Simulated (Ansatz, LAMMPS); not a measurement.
# Ionic liquid MMIM+ FSI- with water, from a frame at 350 K (131 atoms): geometry optimisation

Wanted: the relaxed structure of ionic liquid MMIM+ FSI- with water, from a frame at 350 K (131 atoms) and its electronic structure.

Main program and level: Ansatz 0.2.0; Kohn-Sham DFT, PBE+D3(BJ), PAW (set soft_2), plane waves.

### 1. Starting point

The cell holds 131 atoms: 25 C, 15 N, 49 H, 10 S, 22 O and 10 F. Its edges and angles: a = 11.686 Å, b = 11.686 Å, c = 11.686 Å, α = 90.0°, β = 90.0°, γ = 90.0°. 5 MMIM+, 5 FSI-, 2 H2O placed at random, at 1.48 g/cm³; overlaps pushed apart, then 10 ps at 700 K with MMFF94 bonds, angles, torsions, charges and radii (Halgren, J. Comput. Chem. 17, 490 (1996)) in harmonic and 12-6 forms; SPC/E water (Berendsen, Grigera and Straatsma, J. Phys. Chem. 91, 6269 (1987)); charges of ions scaled by 0.8. Snapshot after 30 ps at 350 K and fixed volume.

Before any run, some limits are plain. The network of contacts between molecules at the start is that of the classical potential that made the cell. The density was typed from a rule of thumb and may lie off the real one at this temperature. The Brillouin zone is sampled at Γ only, in a cell whose shortest periodic width is 12 Å.

### 2. The classical run that made the cell

A classical potential makes the cell, at a small fraction of what the same run would cost in DFT.

This step: classical MD, MMFF94 bonds, angles, torsions, charges and radii (Halgren, J. Comput. Chem. 17, 490 (1996)) in harmonic and 12-6 forms; SPC/E water (Berendsen, Grigera and Straatsma, J. Phys. Chem. 91, 6269 (1987)); charges of ions scaled by 0.8 (LAMMPS 22 Jul 2025 - Update 4).

The input, in.lmp:

```
# ionic liquid MMIM+ FSI- with water
units real
atom_style full
boundary p p p
bond_style harmonic
angle_style harmonic
dihedral_style opls
improper_style harmonic
special_bonds lj 0 0 0.5 coul 0 0 0.75
read_data data.lmp
neigh_modify delay 0 every 1 check yes one 4000
comm_modify cutoff 12.0
timestep 0.5
thermo_style custom step time temp pe press density
thermo_modify norm yes
# push overlapping molecules apart
pair_style soft 2.6
pair_coeff * * 0.0
variable a equal ramp(1,60)
fix ad all adapt 1 pair soft a * * v_a
velocity all create 700 877430 mom yes dist gaussian
fix lim all nve/limit 0.03
fix lan all langevin 700 700 50 877431 zero yes
thermo 1000
run 3000 post no
unfix ad
pair_style lj/cut/coul/long 9.0
pair_modify mix arithmetic tail yes
pair_coeff 1 1 0.0678 3.3680   # C
pair_coeff 2 2 0.0721 3.1460   # N
pair_coeff 3 3 0.0678 3.5860   # C
pair_coeff 4 4 0.0678 3.3270   # C
pair_coeff 5 5 0.0216 2.5400   # H
pair_coeff 6 6 0.0721 3.5530   # N
# [... 24 lines left out ...]
compute msd all msd com yes
thermo 7500
fix md all nvt temp 350 350 100
run 30000 post no
print "== T350: mean square displacement over the hold $(c_msd[4]:%.2f) A^2"
unfix md
uncompute msd
write_dump all custom T350.dump id type xs ys zs modify sort id
```

Command:

```console
> lmp -in in.lmp -log none -nocite
```

Numbers of over 12 decimals in the logs are rounded to 6 here.

Log:

```text
LAMMPS (22 Jul 2025 - Update 4)
Reading data file ...
  orthogonal box = (0 0 0) to (11.68592 11.68592 11.68592)
  131 atoms
  orthogonal box = (0 0 0) to (11.68592 11.68592 11.68592)
  124 bonds
  202 angles
  130 dihedrals
  25 impropers
   Step          Time           Temp          PotEng         Press         Density
         0   0              700            0.64042932    -2799.6485      1.4800007
      1000   500            586.811        2.4504069      9926.0292      1.4800007
      2000   1000           625.21417      2.1222261      13520.656      1.4800007
      3000   1500           581.61673      2.1442946      30618.384      1.4800007
[... 29 lines left out ...]
Loop time of 4.59416 s on 1 MPI rank(s) for 10000 steps with 131 atoms
   Step          Time           Temp          PotEng         Press         Density
[... 4 lines left out ...]
Loop time of 2.25492 s on 1 MPI rank(s) for 5000 steps with 131 atoms
   Step          Time           Temp          PotEng         Press         Density
[... 2 lines left out ...]
     30000   29000          373.64756     -2.4175572      4188.5806      1.4800007
     37500   36500          318.789       -2.3495269      7829.3512      1.4800007
     45000   44000          308.71701     -2.4627868     -4017.9243      1.4800007
     47000   46000          362.45983     -2.3548686     -2172.4132      1.4800007
Loop time of 13.4518 s on 1 MPI rank(s) for 30000 steps with 131 atoms
== T350: mean square displacement over the hold 10.79 A^2
```

Run time: 22 s. Hardware: 1 thread of Intel Xeon Platinum 8559C (Emerald Rapids), shared host; peak memory 0.12 GiB.

The input also reads data.lmp (atoms, bonds and types; not printed here).

### 3. Single point at the start

The forces at the start show how far the geometry lies from a minimum of this functional.

The input, input.yaml:

```yaml
crystal:
  lattice:
    - [11.68592, 0.0, 0.0]
    - [0.0, 11.68592, 0.0]
    - [0.0, 0.0, 11.68592]
  atoms:
    - { symbol: C, position: [0.6391, 0.83964, 0.9256] }
    - { symbol: "N", position: [0.62515, 0.84628, 0.04818] }
    - { symbol: C, position: [0.7067, 0.82028, 0.12818] }
    - { symbol: C, position: [0.6564, 0.84849, 0.23263] }
    - { symbol: "N", position: [0.54741, 0.89126, 0.20718] }
    - { symbol: C, position: [0.4587, 0.90903, 0.28766] }
    - { symbol: C, position: [0.52917, 0.88686, 0.09742] }
    - { symbol: H, position: [0.6193, 0.9164, 0.88281] }
    - { symbol: H, position: [0.58808, 0.7688, 0.89967] }
    - { symbol: H, position: [0.72781, 0.80978, 0.91237] }
    - { symbol: H, position: [0.78739, 0.78468, 0.10077] }
    - { symbol: H, position: [0.67994, 0.82408, 0.31856] }
    - { symbol: H, position: [0.40781, 0.8351, 0.30807] }
    - { symbol: H, position: [0.39235, 0.96024, 0.2425] }
    - { symbol: H, position: [0.4936, 0.9506, 0.36706] }
    - { symbol: H, position: [0.44507, 0.89489, 0.06247] }
    - { symbol: C, position: [0.99086, 0.1992, 0.85777] }
    - { symbol: "N", position: [0.00214, 0.07867, 0.88583] }
    - { symbol: C, position: [0.95317, 0.98523, 0.8326] }
    - { symbol: C, position: [0.97182, 0.89394, 0.90097] }
    - { symbol: "N", position: [0.03472, 0.93544, 0.99779] }
    - { symbol: C, position: [0.09888, 0.88014, 0.08291] }
    - { symbol: C, position: [0.04003, 0.04823, 0.98624] }
    - { symbol: H, position: [0.07767, 0.2357, 0.82585] }
    - { symbol: H, position: [0.97263, 0.24831, 0.93654] }
    - { symbol: H, position: [0.92727, 0.22003, 0.78716] }
    - { symbol: H, position: [0.9058, 0.99572, 0.75714] }
    - { symbol: H, position: [0.94156, 0.80928, 0.89822] }
    - { symbol: H, position: [0.13437, 0.79615, 0.04465] }
    - { symbol: H, position: [0.04531, 0.86248, 0.15466] }
    - { symbol: H, position: [0.16404, 0.94065, 0.11288] }
    - { symbol: H, position: [0.07502, 0.10447, 0.05403] }
    [... 93 atom lines left out ...]
    - { symbol: O, position: [0.15323, 0.2336, 0.20552] }
    - { symbol: H, position: [0.22904, 0.19605, 0.19264] }
    - { symbol: H, position: [0.15297, 0.31076, 0.16853] }
    - { symbol: O, position: [0.6535, 0.51652, 0.33888] }
    - { symbol: H, position: [0.59062, 0.4624, 0.31793] }
    - { symbol: H, position: [0.70341, 0.53002, 0.27068] }
kpoints:
  mp_grid: { grid: [1, 1, 1] }
hamiltonian:
  xc: pbe
  dispersion: d3bj
scf:
  occupations: { method: fixed }
output:
  forces: true
  stress: true
  populations: true
  dos:
    method: { smearing: { sigma: 0.1 } }
    de: 0.1
    projected: { site_lists: { C: [C], F: [F], H: [H], "N": ["N"], O: [O] } }
  eigenvalues: true
```

Command:

```console
> ansatz run input.yaml --threads 4 --pin off --max-ram 8192MiB --backend cpu --events-out ev --progress --plain --runs-dir out
```

Log:

```text
Engine: ansatz 0.2.0, x86_64-unknown-linux-gnu
Pseudopotentials: kind: paw
Pseudopotential: C, paw, valence charge 4, recommended cutoff 420 eV (normal), C.paw.azcp
Pseudopotential: N, paw, valence charge 5, recommended cutoff 420 eV (normal), N.paw.azcp
Pseudopotential: H, paw, valence charge 1, recommended cutoff 420 eV (normal), H.paw.azcp
Pseudopotential: S, paw, valence charge 6, recommended cutoff 420 eV (normal), S.paw.azcp
Pseudopotential: O, paw, valence charge 6, recommended cutoff 420 eV (normal), O.paw.azcp
Pseudopotential: F, paw, valence charge 7, recommended cutoff 420 eV (normal), F.paw.azcp
Functional definition: PBE
  parameter kappa = 0.804
  parameter beta = 0.066725
  exchange = pbe_x(kappa = kappa, mu = beta*pi^2/3)
  correlation = pbe_c(beta = beta)
Crystal: 131 atoms, lattice volume = 1595.838 Å³
Basis set: ecut = 420 eV, 31343 PW (Γ), exchange–correlation on 160×160×160 points (8 copies of the dense FFT grid, shifted against one another)
Bands: 374, of which v1, the nominal top of the filled ones, is band 243 counted from 1 (242 counted from 0)
Symmetry: 1 space group operations
Space group: P1 (ITA 1), of the structure as read, at distance tolerance 1.2e-4 Å
k-points: 1
Non-local potential: C, projectors of the file, l = 0: 2, l = 1: 2, l = 2: 1
Non-local potential: N, projectors of the file, l = 0: 2, l = 1: 2, l = 2: 1
Non-local potential: H, projectors of the file, l = 0: 2, l = 1: 1
Non-local potential: S, projectors of the file, l = 0: 2, l = 1: 2, l = 2: 2
Non-local potential: O, projectors of the file, l = 0: 2, l = 1: 2, l = 2: 1
Non-local potential: F, projectors of the file, l = 0: 2, l = 1: 2, l = 2: 1
PAW form: soft (Blöchl's): semilocal exchange-correlation on the pseudo side does not see the compensation charge
PAW one-centre angular grid: C, 110 points (default); XC on 64 Gauss nodes
PAW one-centre angular grid: N, 110 points (default); XC on 64 Gauss nodes
PAW one-centre angular grid: H, 110 points (default); XC on 64 Gauss nodes
PAW one-centre angular grid: S, 110 points (default); XC on 64 Gauss nodes
PAW one-centre angular grid: O, 110 points (default); XC on 64 Gauss nodes
PAW one-centre angular grid: F, 110 points (default); XC on 64 Gauss nodes
Initial density: superposition of atomic densities (neutral atoms: chi_scale 0, normalization atom), corrected by the library's trained network
Initial wavefunctions: pseudopotential atomic-orbital guess
Functional: x = pbe(κ = 0.804, μ = 0.219515), c = pbe(β = 0.066725)
SCF iter   1: F=—  HF=-42384.744807 eV  |F-HF|=—  |Δ(HF+E_count)|=         —  Δρ=6.05e-3  dr2=7.58e-1  ethr=1.77e-3  ⟨swp⟩=4.0  Hψ=1432  notcnv=0  defer=126
preconditioner: auto → Resta (q_TF=auto, 2.238 Å⁻¹)  ε∞=2.6  [insulator: Δε(μ)=3.695 eV  Ē_g=15.888 eV  n_scr=304 (ndim 8)  ℏωp=20.1 eV  f_vac=0.269  ε∞_Penn≈2.6]
SCF iter   2: F=—  HF=-42384.509779 eV  |F-HF|=—  |Δ(HF+E_count)|=   2.35e-1  Δρ=2.99e-3  dr2=1.73e-1  ethr=1.56e-4  ⟨swp⟩=2.0  Hψ=630  notcnv=0  defer=129
SCF iter   3: F=—  HF=-42384.504037 eV  |F-HF|=—  |Δ(HF+E_count)|=   5.74e-3  Δρ=1.52e-3  dr2=4.75e-2  ethr=3.55e-5  ⟨swp⟩=2.0  Hψ=476  notcnv=0  defer=129
SCF iter   4: F=—  HF=-42384.494634 eV  |F-HF|=—  |Δ(HF+E_count)|=   9.40e-3  Δρ=5.58e-4  dr2=6.15e-3  ethr=9.77e-6  ⟨swp⟩=2.0  Hψ=477  notcnv=0  defer=129
SCF iter   5: F=—  HF=-42384.493943 eV  |F-HF|=—  |Δ(HF+E_count)|=   6.90e-4  Δρ=3.55e-4  dr2=1.93e-3  ethr=1.26e-6  ⟨swp⟩=2.0  Hψ=661  notcnv=0  defer=129
SCF iter   6: F=—  HF=-42384.493642 eV  |F-HF|=—  |Δ(HF+E_count)|=   3.02e-4  Δρ=1.04e-4  dr2=1.73e-4  ethr=3.98e-7  ⟨swp⟩=2.0  Hψ=476  notcnv=0  defer=128
SCF iter   7: F=—  HF=-42384.493648 eV  |F-HF|=—  |Δ(HF+E_count)|=   6.26e-6  Δρ=4.38e-5  dr2=3.21e-5  ethr=3.56e-8  ⟨swp⟩=2.0  Hψ=476  notcnv=0  defer=127
SCF iter   8: F=—  HF=-42384.493751 eV  |F-HF|=—  |Δ(HF+E_count)|=   1.03e-4  Δρ=1.72e-5  dr2=4.52e-6  ethr=6.62e-9  ⟨swp⟩=2.0  Hψ=489  notcnv=0  defer=126
SCF iter   9: F=—  HF=-42384.493752 eV  |F-HF|=—  |Δ(HF+E_count)|=   3.83e-7  Δρ=6.89e-6  dr2=7.71e-7  ethr=9.31e-10  ⟨swp⟩=2.0  Hψ=487  notcnv=0  defer=126
SCF iter  10: F=—  HF=-42384.493752 eV  |F-HF|=—  |Δ(HF+E_count)|=   1.62e-7  Δρ=3.20e-6  dr2=1.77e-7  ethr=1.59e-10  ⟨swp⟩=2.0  Hψ=487  notcnv=0  defer=126
SCF iter  11: F=-42384.493752 eV  HF=-42384.493752 eV  |F-HF|=5.77e-9  |Δ(HF+E_count)|=   2.61e-9  Δρ=1.10e-6  dr2=2.01e-8  ethr=2.06e-11  ⟨swp⟩=15.0  Hψ=2520  notcnv=0
SCF 1 converged in 11 iterations: F = -42384.493752 eV  dr2 = 2.01e-8
  greatest PAW one-centre occupation: 0.937 electrons in one spin orbital (limit 2), on the F atom at site 97 (counted from 0), in its partial waves of l = 0
SCF converged after 11 iterations
Free energy (F): -42384.493752 eV
Harris-Foulkes:  -42384.493752 eV  (|F-HF|=5.77e-9)
Internal energy: -42384.493752 eV  (E = F + TS)
E sigma→0 (E₀):  -42384.493752 eV
Fermi energy:    0.681768 eV
--- Per-component energies (eV) ---
  E_band       = -4086.543879
  E_kinetic    = 12050.357051
  E_local      = -42852.941643  (includes V_loc(G=0)·N_el)
  E_nonlocal   = 3508.593286
  E_hartree    = 16188.397403
  E_xc         = -5924.846022
  E_vxc        = -7156.420039  (∫ρ·V_xc dr)
  E_paw        = -15925.463234  (= ΣΔE_a)
  E_vpaw       = -2012.935742  (= ΣTr[D̂ρ^β])
  E_aug_tail   = 0.009600  (compensation charges beyond the density's cutoff)
  E_ewald      = -9420.318662
  E_disp       = -8.281530  (pairwise vdW)
  E_smearing   = -0.000000  (= −TS)
  E_closure    = 0.000000  (closes the sum)
  Σ components = -42384.493752   (vs F -42384.493752, Δ=0.00e0)
--- Forces (eV/Å), atoms counted from 1 ---
  atom   1  C      1.46689299    -1.83392905     0.85143474
  atom   2  N     -0.50152515     0.95517827    -0.63682889
  atom   3  C     -1.36522435     0.81650949     0.95068315
  atom   4  C      0.19395259    -0.57234368    -0.92593975
  atom   5  N      1.62683229    -1.48958558     1.67672193
  atom   6  C     -1.18328296     1.73742344     0.89197529
  atom   7  C      0.96931612    -0.40328581    -1.00397699
  atom   8  H     -0.15349257     1.20565219    -0.54626679
  atom   9  H     -0.78976536    -0.65319678    -0.84870944
  atom  10  H     -0.30694673     0.48974462    -0.34360445
  atom  11  H      0.16487640    -0.04760088     0.23597935
  atom  12  H      0.02304070     0.40579591     0.14484463
  atom  13  H      0.36130140    -1.09231038     0.29644971
  atom  14  H      0.60201724     0.39657679     0.61275149
[...]
atom 130  H      1.19322287     0.75258078    -0.22863092
  atom 131  H     -1.37350083    -0.52569226     0.77215534
  max |Σ_I F_I| component: 9.24e-5 eV/Å
--- Stress (GPa, compression-positive) ---
        0.952226       0.043727       0.222206
        0.043727       1.907795      -1.446968
        0.222206      -1.446968       2.260065
  P = ⅓ Tr σ = 1.7067 GPa (17.067 kbar)
--- Band table (eV) ---
  k-point 0: bands = ["-26.2612", "-25.8291", "-25.7257", "-25.6570", [... 358 levels ...], "10.7220", "10.7696", "10.8148", "10.8804", "10.8931", "10.9276", "10.9402", "10.9836", "11.0197", "11.0357", "11.1191", "11.1566"]
--- Löwdin populations: 131 sites ---
  site symbol       q [e]
     0      C      4.3513
     1      N      4.9257
     2      C      4.0560
[...]
130      H      0.6237
  spilling = 0.017991 (of n_electrons = 486.000000)
```

Run time: 13 s. Hardware: 4 threads of Intel Xeon Platinum 8559C (Emerald Rapids), shared host; peak memory 2.1 GiB; 46 s of CPU time.

Read from the output:

```yaml
free_energy: -42384.4938 eV
free_energy_per_atom: -323.5458 eV/atom
scf_cycles: 11
pressure: 1.707 GPa
r_m_s_force_component: 1.094 eV/Å
longest_force: 5.765 eV/Å
fermi_energy: 0.6818 eV
spacing_of_highest_filled_and_lowest_empty_level: 3.106 eV
spilling_of_the_projection: 0.01799
```

The r.m.s. force component of 1.1 eV/Å and the pressure of 1.7 GPa set the starting point.

Neighbours are counted within 1.34 Å (H-C), 1.21 Å (H-O), 1.77 Å (C-C), 1.79 Å (C-N), 1.88 Å (O-S), 2.02 Å (N-S), 1.98 Å (F-S).

Length of the force by element and coordination:

```csv
element,coordination,atoms,mean length of the force (eV/Å),spread,least,most
C,all,25,1.80,0.802,0.487,4.16
C,3,15,1.47,0.550,0.487,2.39
C,4,10,2.30,0.856,0.971,4.16
F,all,10,1.51,0.713,0.791,3.34
H,all,49,1.08,0.593,0.228,3.13
N,all,15,1.89,0.948,0.660,4.33
N,2,5,1.74,1.37,0.660,4.33
N,3,10,1.97,0.623,1.09,3.13
O,all,22,1.29,0.789,0.225,3.90
O,1,20,1.38,0.770,0.297,3.90
O,2,2,0.391,0.166,0.225,0.557
S,all,10,3.78,1.05,1.88,5.76
```

[end of part 1 of 3]

[Logs are printed without paths, hosts, clocks, repeated set-up lines and the standing remarks that a program may print on its own settings, such as how far it seeks lower states.]

[Hosts, paths, dates, database ids (printed as entryN), source tags and the programs' standing remarks are cut or masked in the printed files.]

[The MMFF94 radii named for the starting cell were scaled by 0.96; in molecules described by MMFF94, hydrogen bound to N, O or S took a small fixed 12-6 site in their place.]
